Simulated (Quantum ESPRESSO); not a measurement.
# VRu: which magnetic order is lowest, part 2 of 2

Wanted: the moments of VRu and the energy of each order that was tried.

Quantum ESPRESSO 7.5; PBEsol; plane waves with GBRV 1.5 PBEsol potentials, no spin-orbit coupling.

So far: Set-up; Run 1, typed as ferro ++; Run 2 (antiferro q=(1/2,1/2,1/2) +−+−).

**4. Run 3, typed as antiferro q=(0,1/2,1/2) +−+−**

The cell is doubled to 4 atoms to hold this order.

pw.in reads:

```
&CONTROL
  calculation = 'scf'
  prefix = 'pwscf'
  outdir = './tmp'
  pseudo_dir = './pseudo'
  disk_io = 'nowf'
/
&SYSTEM
  ibrav = 0
  nat = 4
  ntyp = 4
  ecutwfc = 40
  ecutrho = 280
  nbnd = 38
  occupations = 'smearing'
  smearing = 'fd'
  degauss = 0.00367493
  nspin = 2
  starting_magnetization(1) = 0.1154
  starting_magnetization(2) = -0.1154
  starting_magnetization(3) = 0.0938
  starting_magnetization(4) = -0.0938
/
&ELECTRONS
  conv_thr = 8d-09
  electron_maxstep = 150
  mixing_beta = 0.3
/
ATOMIC_SPECIES
V1     50.9415 v_pbesol_v1.4.uspp.F.UPF
V2     50.9415 v_pbesol_v1.4.uspp.F.UPF
Ru1   101.0700 ru_pbesol_v1.2.uspp.F.UPF
Ru2   101.0700 ru_pbesol_v1.2.uspp.F.UPF
CELL_PARAMETERS bohr
   5.6502811126    0.0000000000    0.0000000000
   0.0000000000   11.3005622253    0.0000000000
   0.0000000000    5.6502811126    5.6502811126
ATOMIC_POSITIONS crystal
V1      0.5000000000    0.0000000000    0.5000000000
V2      0.5000000000    0.5000000000    0.5000000000
Ru1     0.0000000000    0.0000000000    0.0000000000
Ru2     0.0000000000    0.5000000000    0.0000000000
K_POINTS automatic
10 5 10 0 0 0
```

Command:

```sh
$ OMP_NUM_THREADS=1 mpirun -n 4 pw.x -nk 4 -in pw.in > pw.out
```

The program printed:

```text
     [... lines left out ...]
Program PWSCF v.7.5 starts
     [... lines left out ...]
     number of atoms/cell      =            4
     [... lines left out ...]
     number of electrons       =        58.00
     number of Kohn-Sham states=           38
     kinetic-energy cutoff     =      40.0000  Ry
     charge density cutoff     =     280.0000  Ry
     scf convergence threshold =      8.0E-09
     [... lines left out ...]
      8 Sym. Ops., with inversion, found
     [... lines left out ...]
     number of k points=   108  Fermi-Dirac smearing, width (Ry)=  0.0037
     [... lines left out ...]
     iteration # 21     ecut=    40.00 Ry     beta= 0.30
     [... lines left out ...]
     Magnetic moment per site  (integrated on atomic sphere of radius R)
     atom   1 (R=0.357)  charge= 11.2575  magn=  0.0004
     atom   2 (R=0.357)  charge= 11.2575  magn=  0.0013
     atom   3 (R=0.357)  charge= 13.7709  magn= -0.0000
     atom   4 (R=0.357)  charge= 13.7708  magn= -0.0000
     [... lines left out ...]
     the Fermi energy is    21.0419 ev
!    total energy              =    -678.52236531 Ry
     estimated scf accuracy    <          3.4E-09 Ry
     smearing contrib. (-TS)   =      -0.00386996 Ry
     [... lines left out ...]
     total magnetization       =     0.00 Bohr mag/cell
     absolute magnetization    =     0.00 Bohr mag/cell
     convergence has been achieved in  21 iterations
```

Elapsed: 76 s, on 4 MPI ranks of Intel Xeon 6975P-C (Granite Rapids), shared host; peak memory 0.6 GiB; 5.1 min of CPU time.

Spin moment in the atom's sphere by atom:

| atom | spin moment in the atom's sphere (μB) |
| --- | --- |
| V1 | 0.0004 |
| V2 | 0.0013 |
| Ru3 | 0.0000 |
| Ru4 | 0.0000 |

This step gave:

| Property | Result |
| --- | --- |
| smearing term TS | 0.05265 eV |
| magnetization | 0 μB |
| absolute magnetization | 0 μB |
| final state | non-magnetic |

**5. Run 4 (antiferro q=(0,0,1/2) +−+−)**

This order needs a doubled cell of 4 atoms.

pw.in: that of step 4 with these lines changed.

```diff
@@ -35,10 +35,10 @@
    5.6502811126    0.0000000000    0.0000000000
-   0.0000000000   11.3005622253    0.0000000000
-   0.0000000000    5.6502811126    5.6502811126
+   0.0000000000    5.6502811126    0.0000000000
+   0.0000000000    0.0000000000   11.3005622253
 ATOMIC_POSITIONS crystal
-V1      0.5000000000    0.0000000000    0.5000000000
-V2      0.5000000000    0.5000000000    0.5000000000
+V1      0.5000000000    0.5000000000    0.2500000000
+V2      0.5000000000    0.5000000000    0.7500000000
 Ru1     0.0000000000    0.0000000000    0.0000000000
-Ru2     0.0000000000    0.5000000000    0.0000000000
+Ru2     0.0000000000    0.0000000000    0.5000000000
 K_POINTS automatic
-10 5 10 0 0 0
+10 10 5 0 0 0
```

The program printed:

```text
     [... lines left out ...]
Program PWSCF v.7.5 starts
     [... lines left out ...]
     number of atoms/cell      =            4
     [... lines left out ...]
     number of electrons       =        58.00
     number of Kohn-Sham states=           38
     kinetic-energy cutoff     =      40.0000  Ry
     charge density cutoff     =     280.0000  Ry
     scf convergence threshold =      8.0E-09
     [... lines left out ...]
      8 Sym. Ops. (no inversion) found
     [... lines left out ...]
     number of k points=    63  Fermi-Dirac smearing, width (Ry)=  0.0037
     [... lines left out ...]
     iteration # 23     ecut=    40.00 Ry     beta= 0.30
     [... lines left out ...]
     Magnetic moment per site  (integrated on atomic sphere of radius R)
     atom   1 (R=0.357)  charge= 11.2580  magn= -0.0014
     atom   2 (R=0.357)  charge= 11.2580  magn= -0.0007
     atom   3 (R=0.357)  charge= 13.7718  magn= -0.0000
     atom   4 (R=0.357)  charge= 13.7718  magn=  0.0001
     [... lines left out ...]
     the Fermi energy is    21.0419 ev
!    total energy              =    -678.52236565 Ry
     estimated scf accuracy    <          1.1E-09 Ry
     smearing contrib. (-TS)   =      -0.00387001 Ry
     [... lines left out ...]
     total magnetization       =    -0.00 Bohr mag/cell
     absolute magnetization    =     0.00 Bohr mag/cell
     convergence has been achieved in  23 iterations
```

It took 41 s on 4 MPI ranks; peak memory 0.5 GiB; 2.7 min of CPU time.

Numbers from this step:

```yaml
smearing_term_ts: 0.05265 eV
magnetization: 0 μB
absolute_magnetization: 0 μB
final_state: non-magnetic
largest_moment: 0 μB
```

**6. Start 5: no spin polarisation**

pw.in reads:

```
&CONTROL
  calculation = 'scf'
  prefix = 'pwscf'
  outdir = './tmp'
  pseudo_dir = './pseudo'
  disk_io = 'nowf'
/
&SYSTEM
  ibrav = 0
  nat = 2
  ntyp = 2
  ecutwfc = 40
  ecutrho = 280
  nbnd = 21
  occupations = 'smearing'
  smearing = 'fd'
  degauss = 0.00367493
/
&ELECTRONS
  conv_thr = 4d-09
  electron_maxstep = 150
  mixing_beta = 0.3
/
ATOMIC_SPECIES
V      50.9415 v_pbesol_v1.4.uspp.F.UPF
Ru    101.0700 ru_pbesol_v1.2.uspp.F.UPF
CELL_PARAMETERS bohr
   5.6502811126    0.0000000000    0.0000000000
   0.0000000000    5.6502811126    0.0000000000
   0.0000000000    0.0000000000    5.6502811126
ATOMIC_POSITIONS crystal
V       0.5000000000    0.5000000000    0.5000000000
Ru      0.0000000000    0.0000000000    0.0000000000
K_POINTS automatic
10 10 10 0 0 0
```

The program printed:

```text
     [... lines left out ...]
Program PWSCF v.7.5 starts
     [... lines left out ...]
     number of atoms/cell      =            2
     [... lines left out ...]
     number of electrons       =        29.00
     number of Kohn-Sham states=           21
     kinetic-energy cutoff     =      40.0000  Ry
     charge density cutoff     =     280.0000  Ry
     scf convergence threshold =      4.0E-09
     [... lines left out ...]
     48 Sym. Ops., with inversion, found
     [... lines left out ...]
     number of k points=    56  Fermi-Dirac smearing, width (Ry)=  0.0037
     [... lines left out ...]
     iteration # 13     ecut=    40.00 Ry     beta= 0.30
     [... lines left out ...]
     the Fermi energy is    21.0418 ev
!    total energy              =    -339.26118455 Ry
     estimated scf accuracy    <          1.2E-11 Ry
     smearing contrib. (-TS)   =      -0.00193502 Ry
     [... lines left out ...]
     convergence has been achieved in  13 iterations
```

Elapsed: 4 s, on 4 MPI ranks; peak memory 0.29 GiB; 15 s of CPU time.

This step gave:

* smearing term TS: 0.02633 eV
* final state: non-magnetic (no spin polarisation)

**7. A faulty input**

One input was spoiled on purpose, to see how the program answers.

pw.in reads:

```
&CONTROL
  calculation = 'scf'
  prefix = 'pwscf'
  outdir = './tmp'
  pseudo_dir = './pseudo'
  disk_io = 'nowf'
/
&SYSTEM
  ibrav = 0
  nat = 2
  ntyp = 2
  ecutwfc = 40
  ecutrho = 60
  nbnd = 23
  occupations = 'smearing'
  smearing = 'fd'
  degauss = 0.00367493
  nspin = 2
  starting_magnetization(1) = 0.1154
  starting_magnetization(2) = 0.0938
/
&ELECTRONS
  conv_thr = 4d-09
  electron_maxstep = 60
  mixing_beta = 0.3
/
ATOMIC_SPECIES
V      50.9415 v_pbesol_v1.4.uspp.F.UPF
Ru    101.0700 ru_pbesol_v1.2.uspp.F.UPF
CELL_PARAMETERS angstrom
   2.9900000000    0.0000000000    0.0000000000
   0.0000000000    2.9900000000    0.0000000000
   0.0000000000    0.0000000000    2.9900000000
ATOMIC_POSITIONS crystal
V       0.5000000000    0.5000000000    0.5000000000
Ru      0.0000000000    0.0000000000    0.0000000000
K_POINTS automatic
10 10 10 0 0 0
```

The program printed:

```text
[banner, memory and clock lines left out]
Program PWSCF v.7.5 starts

     Message from routine set_cutoff:
     ecutrho < 4*ecutwfc, are you sure?
     Message from routine setup:
     using ibrav=0 with symmetry is DISCOURAGED, use correct ibrav instead

     bravais-lattice index     =            0
     lattice parameter (alat)  =       5.6503  a.u.
     unit-cell volume          =     180.3890 (a.u.)^3
     number of atoms/cell      =            2
     number of atomic types    =            2
     number of electrons       =        29.00
     number of Kohn-Sham states=           23
     kinetic-energy cutoff     =      40.0000  Ry
     charge density cutoff     =      60.0000  Ry
     scf convergence threshold =      4.0E-09
     mixing beta               =       0.3000
     number of iterations used =            8  plain     mixing
     Exchange-correlation= SLA  PW   PSX  PSC
                           (   1   4  10   8   0   0   0)

     [... lines left out ...]
     PseudoPot. # 1 for V  read from file:
     v_pbesol_v1.4.uspp.F.UPF
     Pseudo is Ultrasoft + core correction, Zval = 13.0

     PseudoPot. # 2 for Ru read from file:
     ru_pbesol_v1.2.uspp.F.UPF
     Pseudo is Ultrasoft + core correction, Zval = 16.0

     atomic species   valence    mass     pseudopotential
     V                13.00    50.94150     V ( 1.00)
     Ru               16.00   101.07000     Ru( 1.00)

     Starting magnetic structure
     atomic species   magnetization
     V               0.115
     Ru              0.094

     48 Sym. Ops., with inversion, found

   Cartesian axes

     site n.     atom                  positions (alat units)
         1        V      tau(   1) = (   0.5000000   0.5000000   0.5000000  )
         2        Ru     tau(   2) = (   0.0000000   0.0000000   0.0000000  )

     number of k points=    56  Fermi-Dirac smearing, width (Ry)=  0.0037

     Dense  grid:     1365 G-vectors     FFT dimensions: (  15,  15,  15)

     Check: negative core charge=   -0.003144
     Generating pointlists ...
     new r_m :   0.3572 (alat units)  2.0185 (a.u.) for type    1
     new r_m :   0.3572 (alat units)  2.0185 (a.u.) for type    2

     Initial potential from superposition of free atoms

     starting charge      27.9988, renormalised to      29.0000

     negative rho (up, down):  3.323E-02 2.753E-02
     Starting wfcs are   23 randomized atomic wfcs

     Self-consistent Calculation

     iteration #  1     ecut=    40.00 Ry     beta= 0.30
     Davidson diagonalization with overlap
     ethr =  1.00E-02,  avg # of iterations =  4.0

     negative rho (up, down):  3.203E-02 2.795E-02

     total energy              =    -339.16656151 Ry
     estimated scf accuracy    <       1.17818090 Ry

     total magnetization       =     0.80 Bohr mag/cell
     absolute magnetization    =     0.80 Bohr mag/cell

     [... further iterations left out ...]

     iteration # 18     ecut=    40.00 Ry     beta= 0.30
     Davidson diagonalization with overlap
     ethr =  2.71E-11,  avg # of iterations =  2.5

     negative rho (up, down):  3.027E-02 3.016E-02

     Magnetic moment per site  (integrated on atomic sphere of radius R)
     atom   1 (R=0.357)  charge= 11.2140  magn=  0.4237
     atom   2 (R=0.357)  charge= 13.7508  magn= -0.0313

     End of self-consistent calculation

     Number of k-points >= 100: set verbosity='high' to print the bands.

     the Fermi energy is    21.0269 ev

!    total energy              =    -339.25372508 Ry
     estimated scf accuracy    <          2.5E-09 Ry
     smearing contrib. (-TS)   =      -0.00186586 Ry
     internal energy E=F+TS    =    -339.25185922 Ry

     The total energy is F=E-TS. E is the sum of the following terms:
     one-electron contribution =     -78.66860877 Ry
     hartree contribution      =      57.10481291 Ry
     xc contribution           =     -45.23138574 Ry
     ewald contribution        =    -272.45667763 Ry

     total magnetization       =     0.45 Bohr mag/cell
     absolute magnetization    =     0.53 Bohr mag/cell

     convergence has been achieved in  18 iterations
```

It took 5 s on 4 MPI ranks; peak memory 0.25 GiB.

The run converged, but its input is faulty, so its numbers are not to be trusted.

The fault in the input: a density cutoff far too low.

Side by side:

```csv
quantity,this run,same start on sound input,difference
largest moment (μB),0.42368,0.0075935,0.416
magnetization (μB),0.446,0.008,0.438
absolute magnetization (μB),0.528,0.009,0.519
```

One result that differs is the largest moment, 0.424 μB against 0.00759 μB.

**8. Energies of the orders**

An order is kept where moments of 0.15 μB or more survive with the typed signs; meshes match where a doubled cell samples the same k points as the first cell.

Orders:

```csv
start,final state,typed order kept,energy over the lowest (meV a seeded atom),largest site moment (μB),net moment (μB a cell of the first run),mesh matched,CPU time (s)
ferro ++,non-magnetic,no,0.01185,0.007594,0.008442,yes,55.65
"antiferro q=(1/2,1/2,1/2) +-+-",non-magnetic,no,0.01351,0.001284,0.001406,yes,120
"antiferro q=(0,1/2,1/2) +-+-",non-magnetic,no,0.01291,0.001323,9.53e-4,yes,304.1
"antiferro q=(0,0,1/2) +-+-",non-magnetic,no,0.01174,0.001445,0.001207,yes,162.7
no spin polarisation,non-magnetic,-,0,0,0,yes,14.98
```

**9. Results**

| Item | Value |
| --- | --- |
| lowest state found | non-magnetic (from ferro ++, antiferro q=(1/2,1/2,1/2) +-+-, antiferro q=(0,1/2,1/2) +-+-, antiferro q=(0,0,1/2) +-+- and no spin polarisation) |
| largest site moment | 0 μB |

The lowest state carries no moment, and no start kept one. This is the lowest of 5 collinear or spinless starts, no proof of the ground state.

[Logs and program files are shortened in this print: banners, set-up blocks, solver, clock and traceback lines can be left out without a mark of their own.]

[Logs are printed without paths, hosts, clocks, repeated set-up lines and the standing remarks that a program may print on its own settings, such as how far it seeks lower states.]

[Hosts, paths, dates, database ids (printed as entryN), source tags and the programs' standing remarks are cut or masked in the printed files.]

[Where a cell is said to come from a database of computed structures, the database is the Materials Project.]
